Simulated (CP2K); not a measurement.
Thiophene dioxide has these distinct C atoms: C4 (bonded to C, S and H) and C5 (bonded to 2 C and H).

```xyz
11

O     2.0447    0.2663    1.2593
S     1.3203   -0.1104    0.0522
O     2.0463   -0.6135   -1.1070
C     0.2070    1.1956   -0.4491
C    -1.0617    0.7837   -0.3070
C    -1.1971   -0.5940    0.2192
C    -0.0291   -1.2073    0.4634
H     0.5995    2.1401   -0.8142
H    -1.9302    1.3909   -0.5562
H    -2.1713   -1.0492    0.3890
H     0.1715   -2.2020    0.8502
```

Their partial C K spectra (CP2K XAS_TDP, all-electron GAPW, PBEh(45%), aug-cc-pVDZ, TDA, GW2X-corrected core level, no relativity) are given in random order, each times the number of alike atoms.

Gaussian full width 0.5 eV, oscillator strength per eV, alike atoms added, rows of zeros left out:

| E (eV) | curve 1 | curve 2 |
| --- | --- | --- |
| 285.50 | 0.005 | 0.000 |
| 285.75 | 0.052 | 0.000 |
| 286.00 | 0.150 | 0.001 |
| 286.25 | 0.111 | 0.018 |
| 286.50 | 0.021 | 0.103 |
| 286.75 | 0.001 | 0.153 |
| 287.00 | 0.000 | 0.058 |
| 287.25 | 0.000 | 0.006 |
| 290.00 | 0.009 | 0.000 |
| 290.25 | 0.078 | 0.007 |
| 290.50 | 0.175 | 0.046 |
| 290.75 | 0.114 | 0.087 |
| 291.00 | 0.039 | 0.072 |
| 291.25 | 0.029 | 0.029 |
| 291.50 | 0.021 | 0.004 |
| 291.75 | 0.016 | 0.000 |
| 292.00 | 0.009 | 0.002 |
| 292.25 | 0.008 | 0.010 |
| 292.50 | 0.016 | 0.028 |
| 292.75 | 0.014 | 0.048 |
| 293.00 | 0.009 | 0.047 |
| 293.25 | 0.017 | 0.046 |
| 293.50 | 0.036 | 0.028 |
| 293.75 | 0.044 | 0.011 |
| 294.00 | 0.026 | 0.011 |
| 294.25 | 0.012 | 0.017 |
| 294.50 | 0.013 | 0.026 |
| 294.75 | 0.009 | 0.026 |
| 295.00 | 0.007 | 0.023 |
| 295.25 | 0.013 | 0.023 |
| 295.50 | 0.018 | 0.014 |
| 295.75 | 0.015 | 0.008 |
| 296.00 | 0.011 | 0.005 |
| 296.25 | 0.010 | 0.005 |
| 296.50 | 0.007 | 0.008 |
| 296.75 | 0.008 | 0.038 |
| 297.00 | 0.021 | 0.072 |

**Question.** Which curve belongs to which atom?

Curve 1: C4 (bonded to C, S and H), leading line at 286.07 eV (f = 0.042 an atom), ionisation energy 292.92 eV, term value 6.85 eV. Curve 2: C5 (bonded to 2 C and H), leading line at 286.70 eV (f = 0.042 an atom), ionisation energy 293.53 eV, term value 6.83 eV. The leading line of an atom is its first one with 35 % of the strongest within 2.5 eV of its lowest line over the strength cut. A line lies at the core ionisation energy, which rises as an atom loses charge to its neighbours or to a π system, less the term value, which is large for a low π* or σ* orbital with weight on that atom.

[Banner, clock and machine lines of the logs are left out without a mark of their own.]

[Logs are printed without paths, hosts, clocks, repeated set-up lines and the standing remarks that a program may print on its own settings, such as how far it seeks lower states.]

[Hosts, paths, dates, database ids (printed as entryN), source tags and the programs' standing remarks are cut or masked in the printed files.]
